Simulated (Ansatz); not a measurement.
# Rock-salt TiC, an end member of the NbC–TiC series (64 atoms): geometry optimisation, part 2 of 2

How does rock-salt TiC, an end member of the NbC–TiC series (64 atoms) relax, and what do bonds, charges and levels look like afterwards?

Ansatz 0.2.0; Kohn-Sham DFT, PBE, PAW (set soft_2), plane waves.

So far. Step 2 (Relaxation): The relaxation changed the energy by -9.14 meV/atom, and atoms moved by 0.034 Å r.m.s., 0.067 Å at most.

### 4. Single point at the relaxed geometry

One more single point at the end of the walk gives the fuller output and checks the residual forces.

input.yaml

```yaml
crystal:
  lattice:
    - [8.656, 0.0, 0.0]
    - [0.0, 8.656, 0.0]
    - [0.0, 0.0, 8.656]
  atoms:
    - { symbol: Ti, position: [0.00023, 0.00038, 0.99981] }
    - { symbol: C, position: [0.2502, 0.00036, 0.99979] }
    - { symbol: Ti, position: [0.0002, 0.25034, 0.24976] }
    - { symbol: C, position: [0.25027, 0.25036, 0.24979] }
    [... 54 atom lines left out ...]
    - { symbol: Ti, position: [0.5002, 0.75039, 0.74974] }
    - { symbol: C, position: [0.75023, 0.75039, 0.74978] }
    - { symbol: Ti, position: [0.75021, 0.50037, 0.74978] }
    - { symbol: C, position: [0.50023, 0.50042, 0.74974] }
    - { symbol: Ti, position: [0.75026, 0.75036, 0.49972] }
    - { symbol: C, position: [0.50022, 0.75038, 0.49975] }
kpoints:
  mp_grid: { grid: [2, 2, 2] }
hamiltonian:
  xc: pbe
scf:
  occupations: { method: gaussian, width: 0.025 }
output:
  forces: true
  stress: true
  populations: true
  dos:
    method: { smearing: { sigma: 0.1 } }
    de: 0.1
    projected: { site_lists: { C: [C], Ti: [Ti] } }
  eigenvalues: true
  write_density: true
  write_potential: true
  volumetric_format: npy
  elf: true
```

Command:

```sh
> ansatz run input.yaml --threads 4 --pin off --max-ram 8192MiB --backend cpu --events-out ev --progress --plain --runs-dir out
```

Numbers of over 12 decimals in the logs are rounded to 6 here.

Output:

```text
[...]
Crystal: 64 atoms, lattice volume = 648.562 Å³
Basis set: ecut = 420 eV, 12797 PW (Γ), exchange–correlation on 120×120×120 points (8 copies of the dense FFT grid, shifted against one another)
Bands: 320, of which v1, the nominal top of the filled ones, is band 256 counted from 1 (255 counted from 0)
Symmetry: 1 space group operations
[...]
k-points: 8
[...]
SCF iter   1: F=—  HF=-88073.285639 eV  |F-HF|=—  |Δ(HF+E_count)|=         —  Δρ=2.97e-3  dr2=2.95e-2  ethr=1.77e-3  ⟨swp⟩=4.0  Hψ=8877  notcnv=0  defer=142
[...]
SCF iter   6: F=-88073.278978 eV  HF=-88073.278978 eV  |F-HF|=9.84e-9  |Δ(HF+E_count)|=   2.41e-7  Δρ=1.97e-6  dr2=1.22e-8  ethr=1.95e-11  ⟨swp⟩=12.0  Hψ=15083  notcnv=0
SCF 1 converged in 6 iterations: F = -88073.278978 eV  dr2 = 1.22e-8
[...]
SCF converged after 6 iterations
Free energy (F): -88073.278978 eV
[...]
Internal energy: -88073.256071 eV  (E = F + TS)
E sigma→0 (E₀):  -88073.267525 eV
Entropy (-TS):   -0.022907 eV (-0.358 meV/atom)
Fermi energy:    14.709042 eV
[...]
--- Forces (eV/Å), atoms counted from 1 ---
  atom   1  Ti    -0.00020433    -0.00237204    -0.00369823
  atom   2  C      0.00184410     0.00153987    -0.00155049
  atom   3  Ti     0.00369470     0.00281309     0.00228647
  atom   4  C     -0.00554913     0.00189126     0.00011685
  atom   5  Ti     0.00142082     0.00239134    -0.00104173
  atom   6  C     -0.00315906     0.00319636     0.00206960
  atom   7  Ti    -0.00298741    -0.00061372     0.00091130
  atom   8  C     -0.00027966     0.00312464    -0.00131504
  atom   9  Ti    -0.00336129    -0.00040163    -0.00197742
  atom  10  C      0.00389447     0.00202918    -0.00002296
  atom  11  Ti     0.00074430     0.00428254     0.00277948
  atom  12  C     -0.00499310     0.00150772    -0.00039408
  atom  13  Ti     0.00612094    -0.00203703     0.00123618
  atom  14  C     -0.00439693     0.00168965     0.00205450
[...]
atom  63  Ti    -0.00295064     0.00169446     0.00515860
  atom  64  C      0.00079497     0.00063192     0.00157630
  max |Σ_I F_I| component: 1.80e-6 eV/Å
--- Stress (GPa, compression-positive) ---
        0.834499      -0.000004      -0.000006
       -0.000004       0.834476       0.000005
       -0.000006       0.000005       0.834455
  P = ⅓ Tr σ = 0.8345 GPa (8.345 kbar)
--- Band table (eV; the first three rows and the last of 8) ---
[...]
--- Löwdin populations: 64 sites ---
  site symbol       q [e]
     0     Ti     11.1588
     1      C      4.7917
     2     Ti     11.1588
[...]
63      C      4.7917
  spilling = 0.003094 (of n_electrons = 512.000000)
```

Run time: 49 s. Hardware: 4 threads of Intel Xeon Platinum 8259CL at 2.50GHz (Skylake/Cascade Lake), shared host; peak memory 4.6 GiB.

Numbers from this run:

| Property | Result |
| --- | --- |
| free energy | -88073.2790 eV |
| free energy per atom | -1376.1450 eV/atom |
| SCF cycles | 6 |
| pressure | 0.8345 GPa |
| r.m.s. force component | 0.00256 eV/Å |
| longest force | 0.00699 eV/Å |
| Fermi energy | 14.71 eV |
| levels partly filled by over 2 per cent | 18 |
| spilling of the projection | 0.003094 |

Löwdin charges by element (they lack the spilled electrons, 0.025 e an atom on average):

| element | coordination | atoms | mean charge (e) | spread | least | most |
| --- | --- | --- | --- | --- | --- | --- |
| C | all | 32 | -0.792 | 0 | -0.792 | -0.792 |
| Ti | all | 32 | 0.841 | 0 | 0.841 | 0.841 |

Density of states as counts of states in windows of 1 eV (from the Fermi level), total and the larger projections:

| from (eV) | to (eV) | total | Ti d | C p | C s | Ti s |
| --- | --- | --- | --- | --- | --- | --- |
| -14 | -13 | 0.0 | 0.0 | 0.0 | 0.0 | 0.0 |
| -13 | -12 | 0.6 | 0.0 | 0.0 | 0.2 | 0.4 |
| -12 | -11 | 6.1 | 0.0 | 0.1 | 2.5 | 3.3 |
| -11 | -10 | 16.0 | 1.6 | 0.6 | 8.8 | 4.5 |
| -10 | -9 | 40.4 | 8.7 | 0.5 | 28.0 | 2.2 |
| -9 | -8 | 0.9 | 0.0 | 0.0 | 0.9 | 0.0 |
| -8 | -6 | 0.0 | 0.0 | 0.0 | 0.0 | 0.0 |
| -6 | -5 | 6.7 | 2.1 | 3.2 | 0.3 | 1.0 |
| -5 | -4 | 28.2 | 8.8 | 15.1 | 0.8 | 3.1 |
| -4 | -3 | 34.8 | 10.0 | 21.8 | 0.5 | 1.2 |
| -3 | -2 | 63.3 | 29.9 | 31.5 | 0.5 | 0.3 |
| -2 | -1 | 49.7 | 23.8 | 24.5 | 0.6 | 0.3 |
| -1 | 0 | 10.4 | 4.2 | 5.9 | 0.0 | 0.0 |
| 0 | 1 | 5.1 | 3.7 | 1.4 | 0.0 | 0.0 |
| 1 | 2 | 41.0 | 31.7 | 8.1 | 0.4 | 0.2 |

The stored curve holds about 257 of the 512 electrons; the rest, give or take the few that broadening carries across the Fermi level, lie in deeper levels below its range.

The levels nearest the highest filled one (over half full), pooled over k-points and spins:

| level less the highest filled one (eV) | occupation |
| --- | --- |
| 0 | 1.33 |
| 0 | 1.33 |
| 0 | 1.33 |
| 0 | 1.33 |
| 0 | 1.33 |
| 0 | 1.33 |
| 0.0245 | 0.338 |
| 0.0245 | 0.338 |
| 0.0246 | 0.336 |
| 0.0246 | 0.336 |
| 0.0246 | 0.335 |
| 0.0246 | 0.335 |

ELF in the ac plane at fractional y = 0.000, with atoms of Ti and C within 0.2 Å of it. It is the smooth field of the valence electrons, not physical close to the nuclei.

Ten even steps from '_' (0.09) to '@' (0.76), each cell a mean:
```
--##--++@@**--%%%%::**++--##--++@@**--%%%%::**++
##==__==@@@@@@@@##....**##==__==@@@@@@@@##....**
--::..::==++++==--....::--::..::==++++==--....::
%%%%++..__--==::__--##%%%%%%++..__--==::__--##%%
##@@%%::==##****::==@@%%##@@%%::==##****::==@@%%
__##%%--##--__**==++@@--__##%%--##--__**==++@@--
--%%%%::**++--##--++@@**--%%%%::**++--##--++@@**
@@@@##....**##==__==@@@@@@@@##....**##==__==@@@@
++==--....::--::..::==++++==--....::--::..::==++
==::__--##%%%%%%++..__--==::__--##%%%%%%++..__--
****::==@@%%##@@%%::==##****::==@@%%##@@%%::==##
__**==++@@--__##%%--##--__**==++@@--__##%%--##--
--##--++@@**--%%%%::**++--##--++@@**--%%%%::**++
##==__==@@@@@@@@##....**##==__==@@@@@@@@##....**
--::..::==++++==--....::--::..::==++++==--....::
%%%%++..__--==::__--##%%%%%%++..__--==::__--##%%
##@@%%::==##****::==@@%%##@@%%::==##****::==@@%%
__##%%--##--__**==++@@--__##%%--##--__**==++@@--
--%%%%::**++--##--++@@**--%%%%::**++--##--++@@**
@@@@##....**##==__==@@@@@@@@##....**##==__==@@@@
++==--....::--::..::==++++==--....::--::..::==++
==::__--##%%%%%%++..__--==::__--##%%%%%%++..__--
****::==@@%%##@@%%::==##****::==@@%%##@@%%::==##
__**==++@@--__##%%--##--__**==++@@--__##%%--##--
```
Columns run along a (8.7 Å), rows up along c (8.7 Å). Atoms in or near the plane, at fractional coordinates: Ti at (0.00, 0.00), C at (0.25, 0.00), Ti at (0.25, 0.25), C at (0.00, 0.25), Ti at (0.00, 0.50), C at (0.25, 0.50), Ti at (0.25, 0.75), C at (0.00, 0.75), Ti at (0.50, 0.00), C at (0.75, 0.00), Ti at (0.75, 0.25), C at (0.50, 0.25), Ti at (0.50, 0.50), C at (0.75, 0.50) and more.

Electrostatic potential energy in the ac plane at fractional y = 0.000, with atoms of Ti and C within 0.2 Å of it. With pseudopotentials it is smooth inside the atoms' cores, unlike the true potential.

Ten even steps from '_' (-54 eV) to '@' (15 eV), each cell a mean:
```
==++##@@%%::..++@@%%**====++##@@%%::..++@@%%**==
++**%%@@@@%%##%%@@@@##**++**%%@@@@%%##%%@@@@##**
%%@@@@@@@@@@@@@@@@@@@@%%%%@@@@@@@@@@@@@@@@@@@@%%
%%@@@@@@%%##**##@@@@@@@@%%@@@@@@%%##**##@@@@@@@@
==##@@@@**++==++##@@%%++==##@@@@**++==++##@@%%++
__--%%%%++======**@@##..__--%%%%++======**@@##..
..++@@%%**====++##@@%%::..++@@%%**====++##@@%%::
##%%@@@@##**++**%%@@@@%%##%%@@@@##**++**%%@@@@%%
@@@@@@@@@@%%%%@@@@@@@@@@@@@@@@@@@@%%%%@@@@@@@@@@
**##@@@@@@@@%%@@@@@@%%##**##@@@@@@@@%%@@@@@@%%##
==++##@@%%++==##@@@@**++==++##@@%%++==##@@@@**++
====**@@##..__--%%%%++======**@@##..__--%%%%++==
==++##@@%%::..++@@%%**====++##@@%%::..++@@%%**==
++**%%@@@@%%##%%@@@@##**++**%%@@@@%%##%%@@@@##**
%%@@@@@@@@@@@@@@@@@@@@%%%%@@@@@@@@@@@@@@@@@@@@%%
%%@@@@@@%%##**##@@@@@@@@%%@@@@@@%%##**##@@@@@@@@
==##@@@@**++==++##@@%%++==##@@@@**++==++##@@%%++
__--%%%%++======**@@##..__--%%%%++======**@@##..
..++@@%%**====++##@@%%::..++@@%%**====++##@@%%::
##%%@@@@##**++**%%@@@@%%##%%@@@@##**++**%%@@@@%%
@@@@@@@@@@%%%%@@@@@@@@@@@@@@@@@@@@%%%%@@@@@@@@@@
**##@@@@@@@@%%@@@@@@%%##**##@@@@@@@@%%@@@@@@%%##
==++##@@%%++==##@@@@**++==++##@@%%++==##@@@@**++
====**@@##..__--%%%%++======**@@##..__--%%%%++==
```
Columns run along a (8.7 Å; values clipped at the 3rd and 97th percentile), rows up along c (8.7 Å). Atoms in or near the plane, at fractional coordinates: Ti at (0.00, 0.00), C at (0.25, 0.00), Ti at (0.25, 0.25), C at (0.00, 0.25), Ti at (0.00, 0.50), C at (0.25, 0.50), Ti at (0.25, 0.75), C at (0.00, 0.75), Ti at (0.50, 0.00), C at (0.75, 0.00), Ti at (0.75, 0.25), C at (0.50, 0.25), Ti at (0.50, 0.50), C at (0.75, 0.50) and more.

Mean Löwdin charges: C -0.79, Ti +0.84 e (they miss 0.31 % of the electrons, so they add up to more than the cell's charge). Just under the Fermi level the largest share is C p (71 % of the projected weight), just over it Ti d (66 % of the projected weight).

The surroundings of Ti57, picked at random, nearest first, numbered as they follow in the input and with coordinates relative to it.

| atom | x | y | z | distance (Å) | bonds | Löwdin charge (e) |
| --- | --- | --- | --- | --- | --- | --- |
| Ti57 | 0.00 | 0.00 | 0.00 | 0.00 | 6 | 0.84 |
| C62 | 0.00 | 0.00 | 2.16 | 2.16 | 6 | -0.79 |
| C58 | 2.16 | 0.00 | 0.00 | 2.16 | 6 | -0.79 |
| C64 | 0.00 | 2.16 | 0.00 | 2.16 | 6 | -0.79 |
| C26 | -2.16 | 0.00 | 0.00 | 2.16 | 6 | -0.79 |
| C48 | 0.00 | -2.16 | 0.00 | 2.16 | 6 | -0.79 |
| C54 | 0.00 | 0.00 | -2.16 | 2.16 | 6 | -0.79 |
| Ti59 | 0.00 | 2.16 | 2.16 | 3.06 | 6 | 0.84 |
| Ti61 | 2.16 | 0.00 | 2.16 | 3.06 | 6 | 0.84 |
| Ti53 | 2.16 | 0.00 | -2.16 | 3.06 | 6 | 0.84 |

The column of bonds counts only the pairs C-Ti within 2.76 Å; other neighbours, such as metal atoms beside each other in a compound, aren't counted, and periodic images can show an atom twice.

### 5. What came out

| Quantity | Value |
| --- | --- |
| energy change in the relaxation | -9.144 meV/atom |
| r.m.s. displacement | 0.034 Å |
| largest displacement | 0.067 Å |
| free energy per atom | -1376.1450 eV/atom |
| density | 4.906 g/cm³ |
| pressure | 0.8345 GPa |
| r.m.s. force component | 0.00256 eV/Å |
| wall time of the 2 DFT runs | 2.2 min |

**Reading.** Relaxation lowers the energy by 9.14 meV/atom and moves atoms by 0.034 Å r.m.s. By the final cutoffs no bond was broken or made. The r.m.s. move is of the size of the random displacements put into the start (0.035 Å r.m.s. in three dimensions). From the first step to the last the energy fell by 0.585 eV, and the largest move was 0.07 Å (Ti63). Judged within 0.08 Å, the space group went from Cm to Fm-3m. With the cutoffs above, all C atoms have 6 and all Ti atoms have 6 bonded neighbours. 18 levels are partly filled, by over 2 % (on the run's k-points): no clear gap opens at this level.

[Logs are printed without paths, hosts, clocks, repeated set-up lines and the standing remarks that a program may print on its own settings, such as how far it seeks lower states.]

[Hosts, paths, dates, database ids (printed as entryN), source tags and the programs' standing remarks are cut or masked in the printed files.]
